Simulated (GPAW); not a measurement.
# A Mo chain with two Li atoms in line: relaxation, then transmission at several levels, part 2 of 3

Aim: the conductance of a Mo chain with two Li atoms in line after relaxation, and whether geometry, basis or functional moves it most.

GPAW 26.7.0; GPAW LCAO, PAW setups; relaxation of the junction within the symmetry of its start, lead ends held (the session's first sound run).

So far, transmission at the Fermi level (one spin): step 3 (double-zeta polarised basis) 0.890.

### 4. Single-zeta polarised basis

Level of this step: GPAW LCAO, PAW setups; Landauer transmission from Green's functions with principal layers (ASE), zero bias (GPAW).

The second zeta is dropped, the polarisation orbitals stay.

The input, run.py:

```python
import json
import numpy as np
from ase import Atoms
from ase.transport.calculators import TransportCalculator
from gpaw import GPAW, FermiDirac
from gpaw.lcao.tools import get_lcao_hamiltonian
from scipy.linalg import eigh

# The junction with lead layers at both ends, along the third cell vector
device = Atoms(
    ['Mo', 'Mo', 'Mo', 'Mo', 'Mo', 'Mo', 'Mo', 'Mo', 'Li', 'Li', 'Mo', 'Mo', 'Mo', 'Mo', 'Mo', 'Mo', 'Mo', 'Mo'],
    positions=[
        [4.50000, 4.50000, 1.12500],
        [4.50000, 4.50000, 3.37500],
        [4.50000, 4.50000, 5.62500],
        [4.50000, 4.50000, 7.87500],
        [4.50000, 4.50000, 10.12500],
        [4.50000, 4.50000, 12.37500],
        [4.50000, 4.50000, 14.62500],
        [4.50000, 4.50000, 16.67700],
        [4.50000, 4.50000, 19.44183],
        [4.50000, 4.50000, 22.24577],
        [4.50000, 4.50000, 25.01060],
        [4.50000, 4.50000, 27.06260],
        [4.50000, 4.50000, 29.31260],
        [4.50000, 4.50000, 31.56260],
        [4.50000, 4.50000, 33.81260],
        [4.50000, 4.50000, 36.06260],
        [4.50000, 4.50000, 38.31260],
        [4.50000, 4.50000, 40.56260]],
    cell=[[9.0, 0.0, 0.0], [0.0, 9.0, 0.0], [0.0, 0.0, 41.6876]],
    pbc=True)

# One principal layer of the lead: the first 5 atoms of the device
lead = Atoms(
    ['Mo', 'Mo', 'Mo', 'Mo', 'Mo'],
    positions=[
        [4.50000, 4.50000, 1.12500],
        [4.50000, 4.50000, 3.37500],
        [4.50000, 4.50000, 5.62500],
        [4.50000, 4.50000, 7.87500],
        [4.50000, 4.50000, 10.12500]],
    cell=[[9.0, 0.0, 0.0], [0.0, 9.0, 0.0], [0.0, 0.0, 11.25]],
    pbc=True)

settings = dict(mode='lcao', basis='szp(dzp)', xc='PBE', h=0.2,
                occupations=FermiDirac(0.1), maxiter=250,
                mixer=dict(beta=0.1, nmaxold=8, weight=100.0),
                convergence=dict(density=0.0001))
energies = np.arange(-2, 2 + 1e-9, 0.025)
eta = 0.0001
n1, n2 = 1, 1
# k and -k transmit alike, so half of the mesh across the current serves
mesh = [(i, j) for i in range(n1) for j in range(n2) if (i, j) <= (-i % n1, -j % n2)]
weights = np.array([1 if (i, j) == (-i % n1, -j % n2) else 2 for i, j in mesh]) / (n1 * n2)


def ground_state(atoms, size, txt):
    atoms.calc = GPAW(kpts={'size': size, 'gamma': True}, symmetry={'tolerance': 1e-3}, txt=txt, **settings)
    atoms.get_potential_energy()
    return atoms.calc.get_fermi_level()


def blocks(atoms, fermi, points, nz, cells):
    """H - E_F S and S between cell 0 and the cells above it, at each point across the current."""
    kz = np.arange(nz) / nz
    calc = atoms.calc.fixed_density(kpts=[(*k, z) for k in points for z in kz], symmetry='off', txt=None)
    H, S = get_lcao_hamiltonian(calc)
    H = (H - fermi * S).reshape(len(H), len(points), nz, *S.shape[1:])
    S = S.reshape(H.shape[1:])
    phases = [np.exp(-2j * np.pi * kz * R) / nz for R in cells]
    return [(np.einsum('skzij,z->ksij', H, p), np.einsum('kzij,z->kij', S, p)) for p in phases]


def pair(a, b):
    return np.block([[a, b], [b.T.conj(), a]])


def count_channels(h, s, cells, nk=240):
    """Half the number of times that the lead's bands cross each energy, unfolded to its shortest repeat."""
    b = len(h) // cells
    bands = []
    for k in (np.arange(nk + 1) + 0.5) / nk:
        hk, sk = h[:b, :b].copy(), s[:b, :b].copy()
        for R in range(1, cells):
            phase, block = np.exp(2j * np.pi * k * R), slice(R * b, (R + 1) * b)
            hk += h[:b, block] * phase + (h[:b, block] * phase).T.conj()
            sk += s[:b, block] * phase + (s[:b, block] * phase).T.conj()
        w, u = eigh(sk)
        x = u[:, w > 1e-5] / w[w > 1e-5]**0.5  # drop near-dependent combinations
        bands.append(np.r_[eigh(x.T.conj() @ hk @ x, eigvals_only=True), [1e9] * (w <= 1e-5).sum()])
    below = np.array(bands)[:, :, None] < energies
    return (below[1:] != below[:-1]).sum((0, 1)) / 2


fermi_lead = ground_state(lead, (1, 1, 10), 'lead.txt')
fermi_device = ground_state(device, (1, 1, 2), 'device.txt')
T, channels, eigen, tail, misfit, shifts = [], [], [], 0.0, 0.0, []
for first in range(0, len(mesh), 342):
    points = [(i / n1, j / n2) for i, j in mesh[first:first + 342]]
    (H0k, S0k), (H1k, S1k), (H2k, _) = blocks(lead, fermi_lead, points, 5, range(3))
    [(Hk, Sk)] = blocks(device, fermi_device, points, 2, [0])
    tail = max(tail, abs(H2k).max())
    for H0, S0, H1, S1, H, S in zip(H0k, S0k, H1k, S1k, Hk, Sk):
        n = len(S0)
        # Shift the lead onto the potential of the device's first layer
        shift = ((H[:, 0, 0] - H0[:, 0, 0]) / S0[0, 0]).real.mean()
        shifts.append(shift)
        misfit = max(misfit, abs(H[:, :n, :n] - H0 - shift * S0).max())
        Tk, Ck, Ek = [], [], []
        for s in range(len(H)):
            t = s % len(H0)  # a lead without moments serves both spins
            h1, s1 = pair(H0[t] + shift * S0, H1[t] + shift * S1), pair(S0, S1)
            leads = dict(h1=h1, s1=s1, energies=energies, eta=eta, eta1=eta, eta2=eta)
            calc = TransportCalculator(h=H[s], s=S, eigenchannels=3, **leads)
            Tk.append(calc.get_transmission())
            Ek.append(np.sort(calc.eigenchannels_ne, axis=0)[::-1])
            Ck.append(count_channels(h1, s1, 10))
        T.append(Tk)
        channels.append(Ck)
        eigen.append(Ek)
T, channels = np.array(T), np.array(channels)
mean, open_channels = np.einsum('kse,k->se', T, weights), np.einsum('kse,k->se', channels, weights)

print(f'basis functions: device {len(S)}, principal layer {n}')
print(f'Fermi level: lead {fermi_lead:.4f} eV, device {fermi_device:.4f} eV; lead shifted by {np.mean(shifts):.4f} eV')
print(f'largest coupling past the next layer {tail:.2e} eV, largest misfit of the first layer {misfit:.3f} eV')
print('  E-E_F (eV)   ' + 'T (one spin)  channels')
for e, t, c in zip(energies, mean.T, open_channels.T):
    print(f'{e:10.3f}  ', *[f'{x:11.4e}' for x in t], *[f'{x:9.4f}' for x in c])

kT = 8.617333e-5 * 300
fine = np.linspace(energies[0], energies[-1], 4001)
both = np.exp(np.interp(fine, energies, np.log(np.maximum(mean.sum(0) * 2 / len(mean), 1e-30))))
fermi = lambda mu: 1 / (1 + np.exp(np.clip((fine - mu) / kT, -200, 200)))
slope = fermi(0) * (1 - fermi(0)) / kT
G = np.trapezoid(both * slope, fine) / 2
seebeck = -np.trapezoid(both * slope * fine, fine) / (2 * G * 300) * 1e6
print(f'conductance at 300 K: {G:.5g} G0 a cell; thermopower {seebeck:.4g} uV/K')
bias = [0.1, 0.2, 0.5, 1.0, 1.5, 2.0]
current = [38.74 * np.trapezoid(both * (fermi(V / 2) - fermi(-V / 2)), fine) for V in bias]
for V, I in zip(bias, current):
    print(f'current from the zero-bias T(E) at {V} V: {I:.5g} uA')
zero = abs(energies).argmin()
json.dump(dict(energies=energies.tolist(), T=mean.tolist(), channels=open_channels.tolist(), G=G, seebeck=seebeck,
               bias=bias, current=current, tail=tail, misfit=misfit, shift=np.mean(shifts), n_device=len(S), n_lead=n,
               fermi=[fermi_lead, fermi_device], energy=device.get_potential_energy(),
               moments=device.get_magnetic_moments().tolist(), mesh=mesh, weights=weights.tolist(),
               T_k=T[:, :, zero].tolist(), eigen=np.array(eigen[0]).tolist()), open('result.json', 'w'))
```

Started as:

```
$ OMP_NUM_THREADS=1 OPENBLAS_NUM_THREADS=1 python run.py
```

Output:

```text
basis functions: device 264, principal layer 80
Fermi level: lead -2.9192 eV, device -2.8685 eV; lead shifted by 0.0008 eV
largest coupling past the next layer 2.79e-05 eV, largest misfit of the first layer 0.112 eV
  E-E_F (eV)   T (one spin)  [channel counts left out]
    -2.000    5.2998e-06
    -1.975    5.6039e-06
    -1.950    5.9156e-06
    -1.925    6.2328e-06
    -1.900    6.5531e-06
    -1.875    6.8732e-06
    -1.850    7.1889e-06
    -1.825    7.4952e-06
    -1.800    7.7858e-06
    -1.775    8.0528e-06
    -1.750    8.2867e-06
    -1.725    8.4801e-06
    -1.700    8.6099e-06
    -1.675    8.6678e-06
    -1.650    8.6329e-06
    -1.625    8.4838e-06
[...]
1.825    2.2313e-01
     1.850    2.2528e-01
     1.875    2.2854e-01
     1.900    2.3316e-01
     1.925    2.3950e-01
     1.950    2.4800e-01
     1.975    2.5927e-01
     2.000    2.7413e-01
conductance at 300 K: 0.90412 G0 a cell; thermopower -5.899 uV/K
current from the zero-bias T(E) at 0.1 V: 7.0004 uA
current from the zero-bias T(E) at 0.2 V: 13.971 uA
current from the zero-bias T(E) at 0.5 V: 34.277 uA
current from the zero-bias T(E) at 1.0 V: 62.463 uA
current from the zero-bias T(E) at 1.5 V: 80.364 uA
current from the zero-bias T(E) at 2.0 V: 91.254 uA
```

Run time: 2.3 min. Hardware: 1 thread of Arm Neoverse V2, shared host; peak memory 1.5 GiB.

This step gave:

- conductance: 0.9041 G₀
- largest coupling past the next principal layer: 2.79e-5 eV
- largest misfit of the first principal layer: 0.1124 eV
- shift that aligns the lead: 7.63e-4 eV
- basis functions of the junction: 264
- basis functions of a principal layer: 80
- transmission at the Fermi level (one spin): 0.9058

One spin. Table of transmission, zone mean by energy, zero at the Fermi level:

| energy (eV) | transmission, zone mean |
| --- | --- |
| -2.000 | 5.3e-6 |
| -1.900 | 6.6e-6 |
| -1.800 | 7.8e-6 |
| -1.700 | 8.6e-6 |
| -1.600 | 8.2e-6 |
| -1.500 | 5.3e-6 |
| -1.400 | 2.4e-6 |
| -1.325 | 0.166 |
| -1.300 | 0.0271 |
| -1.200 | 0.0320 |
| -1.100 | 0.0367 |
| -1.000 | 0.0546 |
| -0.900 | 0.0857 |
| -0.800 | 0.128 |
| -0.700 | 0.188 |
| -0.600 | 0.276 |
| -0.500 | 0.395 |
| -0.400 | 0.528 |
| -0.300 | 0.646 |
| -0.200 | 0.742 |
| -0.100 | 0.826 |
| 0.000 | 0.906 |
| 0.100 | 0.971 |
| 0.200 | 0.999 |
| 0.300 | 0.970 |
| 0.400 | 0.891 |
| 0.500 | 0.788 |
| 0.600 | 0.682 |
| 0.700 | 0.588 |
| 0.800 | 0.508 |
| 0.900 | 0.442 |
| 1.000 | 0.389 |
| 1.100 | 0.346 |
| 1.200 | 0.311 |
| 1.300 | 0.284 |
| 1.400 | 0.262 |
| 1.500 | 0.244 |
| 1.600 | 0.231 |
| 1.700 | 0.223 |
| 1.800 | 0.222 |
| 1.900 | 0.233 |
| 2.000 | 0.274 |

Not self-consistent under bias; the bias window is split evenly. The current through one cell, from the zero-bias transmission by bias:

| bias (V) | current through one cell, from the zero-bias transmission (μA) |
| --- | --- |
| 0.100 | 7.00 |
| 0.200 | 14.0 |
| 0.500 | 34.3 |
| 1.000 | 62.5 |
| 1.500 | 80.4 |
| 2.000 | 91.3 |

Transmission of the three most open eigenchannels against energy, zero at the Fermi level:

| energy (eV) | channel 1 | channel 2 | channel 3 |
| --- | --- | --- | --- |
| -1.400 | 1.2e-6 | 1.2e-6 | 7.2e-8 |
| -1.300 | 0.0271 | 1.5e-6 | 1.5e-6 |
| -1.200 | 0.0320 | 1.9e-6 | 1.9e-6 |
| -1.100 | 0.0367 | 2.4e-6 | 2.4e-6 |
| -1.000 | 0.0546 | 3.1e-6 | 3.1e-6 |
| -0.900 | 0.0857 | 4.1e-6 | 4.1e-6 |
| -0.800 | 0.128 | 5.3e-6 | 5.3e-6 |
| -0.700 | 0.188 | 6.9e-6 | 6.9e-6 |
| -0.600 | 0.276 | 8.9e-6 | 8.9e-6 |
| -0.500 | 0.395 | 1.2e-5 | 1.2e-5 |
| -0.400 | 0.528 | 1.5e-5 | 1.5e-5 |
| -0.300 | 0.646 | 1.9e-5 | 1.9e-5 |
| -0.200 | 0.742 | 2.5e-5 | 2.5e-5 |
| -0.100 | 0.826 | 3.2e-5 | 3.2e-5 |
| 0.000 | 0.906 | 4.0e-5 | 4.0e-5 |
| 0.100 | 0.971 | 5.1e-5 | 5.1e-5 |
| 0.200 | 0.998 | 6.3e-5 | 6.3e-5 |
| 0.300 | 0.969 | 8.0e-5 | 8.0e-5 |
| 0.400 | 0.891 | 1.0e-4 | 1.0e-4 |
| 0.500 | 0.787 | 1.3e-4 | 1.3e-4 |
| 0.600 | 0.682 | 1.6e-4 | 1.6e-4 |
| 0.700 | 0.588 | 2.1e-4 | 2.1e-4 |
| 0.800 | 0.507 | 2.8e-4 | 2.8e-4 |
| 0.900 | 0.442 | 3.8e-4 | 3.8e-4 |
| 1.000 | 0.388 | 5.1e-4 | 5.1e-4 |
| 1.100 | 0.345 | 7.1e-4 | 7.1e-4 |
| 1.200 | 0.309 | 9.9e-4 | 9.9e-4 |
| 1.300 | 0.281 | 0.00142 | 0.00142 |
| 1.400 | 0.257 | 0.00205 | 0.00205 |
| 1.500 | 0.238 | 0.00303 | 0.00303 |
| 1.600 | 0.222 | 0.00462 | 0.00462 |
| 1.700 | 0.208 | 0.00735 | 0.00735 |
| 1.800 | 0.197 | 0.0124 | 0.0124 |
| 1.900 | 0.187 | 0.0231 | 0.0231 |
| 2.000 | 0.178 | 0.0481 | 0.0481 |

The conductance, 0.904 G₀, lies 1.8 % above that of the dzp run.

### 5. GPAW, sz: basis = "sz(dzp)"

The minimal basis is the cheapest rung: no second zeta and no polarisation.

Changes to run.py since step 4:

```diff
@@ -45,3 +45,3 @@
 
-settings = dict(mode='lcao', basis='szp(dzp)', xc='PBE', h=0.2,
+settings = dict(mode='lcao', basis='sz(dzp)', xc='PBE', h=0.2,
                 occupations=FermiDirac(0.1), maxiter=250,
```

Output:

```text
basis functions: device 210, principal layer 65
Fermi level: lead -2.9953 eV, device -2.9076 eV; lead shifted by -0.0040 eV
largest coupling past the next layer 2.78e-05 eV, largest misfit of the first layer 0.125 eV
  E-E_F (eV)   T (one spin)  [channel counts left out]
    -2.000    7.5327e-05
    -1.975    7.9440e-05
    -1.950    8.3701e-05
[...]
1.975    7.2660e-01
     2.000    7.2058e-01
conductance at 300 K: 0.87779 G0 a cell; thermopower -1.264 uV/K
current from the zero-bias T(E) at 0.1 V: 6.803 uA
current from the zero-bias T(E) at 0.2 V: 13.617 uA
current from the zero-bias T(E) at 0.5 V: 34.195 uA
current from the zero-bias T(E) at 1.0 V: 68.481 uA
current from the zero-bias T(E) at 1.5 V: 100.14 uA
current from the zero-bias T(E) at 2.0 V: 127.02 uA
```

Elapsed: 93 s, on 1 thread; peak memory 1.4 GiB.

This step gave:

| Property | Result |
| --- | --- |
| conductance | 0.8778 G₀ |
| largest coupling past the next principal layer | 2.78e-5 eV |
| largest misfit of the first principal layer | 0.1246 eV |
| shift that aligns the lead | -0.003962 eV |
| basis functions of the junction | 210 |
| basis functions of a principal layer | 65 |
| transmission at the Fermi level (one spin) | 0.8771 |

The conductance, 0.878 G₀, lies 1.1 % below that of the dzp run.

### 6. revPBE in the dzp basis: xc = "revPBE"

Back in the dzp basis, the functional changes from PBE to revPBE, to set the spread between functionals beside that between bases.

Changes to run.py since step 5:

```diff
@@ -45,3 +45,3 @@
 
-settings = dict(mode='lcao', basis='sz(dzp)', xc='PBE', h=0.2,
+settings = dict(mode='lcao', basis='dzp', xc='revPBE', h=0.2,
                 occupations=FermiDirac(0.1), maxiter=250,
```

Output:

```text
basis functions: device 474, principal layer 145
Fermi level: lead -2.6596 eV, device -2.6071 eV; lead shifted by -0.0038 eV
largest coupling past the next layer 2.83e-05 eV, largest misfit of the first layer 0.101 eV
  E-E_F (eV)   T (one spin)  [channel counts left out]
    -2.000    1.2588e-05
    -1.975    1.2931e-05
    -1.950    1.3220e-05
[...]
1.975    1.6680e+00
     2.000    2.8664e-01
conductance at 300 K: 0.90127 G0 a cell; thermopower -6.195 uV/K
current from the zero-bias T(E) at 0.1 V: 6.9778 uA
current from the zero-bias T(E) at 0.2 V: 13.924 uA
current from the zero-bias T(E) at 0.5 V: 34.182 uA
current from the zero-bias T(E) at 1.0 V: 63.105 uA
current from the zero-bias T(E) at 1.5 V: 82.636 uA
current from the zero-bias T(E) at 2.0 V: 94.322 uA
```

The job ended after 4 min (1 thread; peak memory 1.6 GiB).

This step gave:

```
conductance                                    : 0.9013 G₀
largest coupling past the next principal layer : 2.83e-5 eV
largest misfit of the first principal layer    : 0.1015 eV
shift that aligns the lead                     : -0.003846 eV
basis functions of the junction                : 474
basis functions of a principal layer           : 145
transmission at the Fermi level (one spin)     : 0.9031
```

One spin. The transmission, zone mean by energy, zero at the Fermi level:

energy (eV), transmission, zone mean and a bar:
```
   -2.000       0.00 
   -1.900       0.00 
   -1.800       0.00 
   -1.700       0.00 
   -1.600       0.00 
   -1.500       0.14 ##
   -1.400       0.03 #
   -1.300       0.03 #
   -1.200       0.04 #
   -1.100       0.06 #
   -1.000       0.09 ##
   -0.900       0.13 ##
   -0.800       0.19 ####
   -0.700       0.28 #####
   -0.600       0.38 #######
   -0.500       0.48 #########
   -0.400       0.57 ##########
   -0.300       0.66 ############
   -0.200       0.74 #############
   -0.100       0.82 ###############
    0.000       0.90 ################
    0.100       0.97 #################
    0.200       1.00 ##################
    0.300       0.97 #################
    0.400       0.89 ################
    0.500       0.78 ##############
    0.600       0.67 ############
    0.700       0.58 ##########
    0.800       0.49 #########
    0.900       0.43 ########
    1.000       0.38 #######
    1.100       0.33 ######
    1.200       0.30 #####
    1.300       0.27 #####
    1.400       0.25 ####
    1.500       0.23 ####
    1.600       0.22 ####
    1.700       0.23 ####
    1.800       0.25 ####
    1.900       0.34 ######
    1.975       1.67 ##############################
    2.000       0.29 #####
```

The conductance, 0.901 G₀, lies 1.5 % above that of the dzp run.

### 7. The structure as built: geometry = "as built"

The dzp basis with PBE on the structure as first built shows what the relaxation was worth.

Changes to run.py since step 6:

```diff
@@ -19,6 +19,6 @@
         [4.50000, 4.50000, 14.62500],
-        [4.50000, 4.50000, 16.67700],
-        [4.50000, 4.50000, 19.44183],
-        [4.50000, 4.50000, 22.24577],
-        [4.50000, 4.50000, 25.01060],
+        [4.50000, 4.50000, 16.87500],
+        [4.50000, 4.50000, 19.36880],
+        [4.50000, 4.50000, 22.31880],
+        [4.50000, 4.50000, 24.81260],
         [4.50000, 4.50000, 27.06260],
@@ -45,3 +45,3 @@
 
-settings = dict(mode='lcao', basis='dzp', xc='revPBE', h=0.2,
+settings = dict(mode='lcao', basis='dzp', xc='PBE', h=0.2,
                 occupations=FermiDirac(0.1), maxiter=250,
```

Output:

```text
basis functions: device 474, principal layer 145
Fermi level: lead -2.7421 eV, device -2.7142 eV; lead shifted by 0.0033 eV
largest coupling past the next layer 2.80e-05 eV, largest misfit of the first layer 0.070 eV
  E-E_F (eV)   T (one spin)  [channel counts left out]
    -2.000    1.4861e-04
    -1.975    1.6578e-04
    -1.950    1.8531e-04
[...]
1.975    6.7640e-01
     2.000    2.5648e-01
conductance at 300 K: 0.82024 G0 a cell; thermopower -10.52 uV/K
current from the zero-bias T(E) at 0.1 V: 6.3503 uA
current from the zero-bias T(E) at 0.2 V: 12.67 uA
current from the zero-bias T(E) at 0.5 V: 31.083 uA
current from the zero-bias T(E) at 1.0 V: 57.567 uA
current from the zero-bias T(E) at 1.5 V: 76.645 uA
current from the zero-bias T(E) at 2.0 V: 89.656 uA
```

It took 4.2 min on 1 thread; peak memory 1.6 GiB.

This step gave:

| Property | Result |
| --- | --- |
| conductance | 0.8202 G₀ |
| largest coupling past the next principal layer | 2.80e-5 eV |
| largest misfit of the first principal layer | 0.06963 eV |
| shift that aligns the lead | 0.003300 eV |
| transmission at the Fermi level (one spin) | 0.8221 |

One spin. Transmission, zone mean against energy, zero at the Fermi level:

| energy (eV) | transmission, zone mean |
| --- | --- |
| -2.000 | 1.5e-4 |
| -1.900 | 2.3e-4 |
| -1.800 | 3.8e-4 |
| -1.700 | 6.9e-4 |
| -1.600 | 0.00150 |
| -1.500 | 0.0287 |
| -1.400 | 0.0270 |
| -1.300 | 0.0364 |
| -1.200 | 0.0496 |
| -1.100 | 0.0674 |
| -1.000 | 0.0904 |
| -0.900 | 0.120 |
| -0.800 | 0.160 |
| -0.700 | 0.211 |
| -0.600 | 0.271 |
| -0.500 | 0.338 |
| -0.400 | 0.408 |
| -0.300 | 0.488 |
| -0.200 | 0.583 |
| -0.100 | 0.697 |
| 0.000 | 0.822 |
| 0.100 | 0.932 |
| 0.200 | 0.993 |
| 0.250 | 1.000 |
| 0.300 | 0.990 |
| 0.400 | 0.931 |
| 0.500 | 0.843 |
| 0.600 | 0.747 |
| 0.700 | 0.658 |
| 0.800 | 0.582 |
| 0.900 | 0.520 |
| 1.000 | 0.470 |
| 1.100 | 0.432 |
| 1.200 | 0.403 |
| 1.300 | 0.382 |
| 1.400 | 0.371 |
| 1.500 | 0.372 |
| 1.600 | 0.399 |
| 1.700 | 0.491 |
| 1.800 | 0.800 |
| 1.900 | 2.02 |
| 1.925 | 2.22 |
| 2.000 | 0.256 |

The conductance, 0.820 G₀, lies 7.6 % below that of the dzp run.

### 8. The ladder

Times are for 1 thread of Arm Neoverse V2, shared host. The series side by side:

| no. | run | conductance (G₀) | time | memory (GiB) |
| --- | --- | --- | --- | --- |
| 1 | dzp | 0.8879 | 4.1 min | 1.6 |
| 2 | szp | 0.9041 | 2.3 min | 1.5 |
| 3 | sz | 0.8778 | 93 s | 1.4 |
| 4 | dzp revPBE | 0.9013 | 4 min | 1.6 |
| 5 | asbuilt | 0.8202 | 4.2 min | 1.6 |

(Part 2 of 3 ends here.)

[Logs are printed without paths, hosts, clocks, repeated set-up lines and the standing remarks that a program may print on its own settings, such as how far it seeks lower states.]

[Hosts, paths, dates, database ids (printed as entryN), source tags and the programs' standing remarks are cut or masked in the printed files.]
